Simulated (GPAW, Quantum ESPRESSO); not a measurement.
Consider Rh (Rhodium, Fm-3m).

```
Rh
1.0
     0.00000    1.89785    1.89785
     1.89785    0.00000    1.89785
     1.89785    1.89785    0.00000
Rh
1
Direct
  0.00000 0.00000 0.00000
```

Absorber: atom 1, with 12 Rh at 2.68 Å (cuboctahedral, site symmetry m-3m). Method: GPAW, PBE, excited-electron core hole (neutral cell), 13-atom cell with 6.0 Å between holes, 4×4×4 k points, dipole transitions, Gaussian full width 2.13 eV up to 4 eV, rising linearly to 3.5 eV at 25 eV.

The database entry behind the starting cell differs from later determinations by our own check (an axis about 0.2 % short against later determinations), so it need not match the best structure at ambient conditions.

What does the Rh L₃ edge look like?

Main maxima up to 30 eV above the zero (height): 0.4 eV (2.96), 15.4 eV (1.22), 22.4 eV (0.92) and 29.4 eV (1.14). At an L edge the dipole rule selects empty d (and weakly s) states on the absorber, and the strong line at the onset measures the empty part of its d band. 

The Rh L₃ spectrum (energy from the lowest empty level; intensity scaled to a mean of 1 over the first 20 eV):

| E (eV) | intensity |
| --- | --- |
| -2.0 | 0.11 |
| -1.4 | 0.47 |
| -0.8 | 1.30 |
| -0.2 | 2.39 |
| 0.4 | 2.96 |
| 1.0 | 2.57 |
| 1.6 | 1.71 |
| 2.2 | 1.08 |
| 2.8 | 0.81 |
| 3.4 | 0.74 |
| 4.0 | 0.73 |
| 4.6 | 0.70 |
| 5.2 | 0.63 |
| 5.8 | 0.54 |
| 6.4 | 0.49 |
| 7.0 | 0.50 |
| 7.6 | 0.57 |
| 8.2 | 0.66 |
| 8.8 | 0.75 |
| 9.4 | 0.79 |
| 10.0 | 0.79 |
| 10.6 | 0.79 |
| 11.2 | 0.83 |
| 11.8 | 0.93 |
| 12.4 | 1.05 |
| 13.0 | 1.14 |
| 13.6 | 1.18 |
| 14.2 | 1.20 |
| 14.8 | 1.21 |
| 15.4 | 1.22 |
| 16.0 | 1.21 |
| 16.6 | 1.15 |
| 17.2 | 1.05 |
| 17.8 | 0.93 |
| 18.4 | 0.79 |
| 19.0 | 0.68 |
| 19.6 | 0.62 |
| 20.2 | 0.63 |
| 20.8 | 0.71 |
| 21.4 | 0.81 |
| 22.0 | 0.89 |
| 22.6 | 0.92 |
| 23.2 | 0.87 |
| 23.8 | 0.78 |
| 24.4 | 0.69 |
| 25.0 | 0.63 |
| 25.6 | 0.63 |
| 26.2 | 0.69 |
| 26.8 | 0.79 |
| 27.4 | 0.91 |
| 28.0 | 1.02 |
| 28.6 | 1.10 |
| 29.2 | 1.14 |
| 29.8 | 1.13 |
| 30.4 | 1.07 |
| 31.0 | 0.97 |
| 31.6 | 0.85 |

Only the L₃ part is meant: spin–orbit coupling of the core level isn't computed and the L₂ copy isn't added. The script folds with a Gaussian, whereas the core hole's own line is a Lorentzian, so the onset is too steep and the first peak too high. The holes are only 6.0 Å apart, so the shape is probably not converged with cell size; no larger cell was run here. The structure is a published determination, not relaxed.

[Banner, clock and machine lines of the logs are left out without a mark of their own.]

[Logs are printed without paths, hosts, clocks, repeated set-up lines and the standing remarks that a program may print on its own settings, such as how far it seeks lower states.]

[Hosts, paths, dates, database ids (printed as entryN), source tags and the programs' standing remarks are cut or masked in the printed files.]

[Lists of maxima count a maximum above −3 eV only where it reaches 4 % of the highest in the window and stands out from its surroundings by 2 % of it (1.5 % where it reaches 55 %); shoulders and weaker maxima are passed over, and of the rest the first, up to two pre-edge ones and the few strongest are named.]
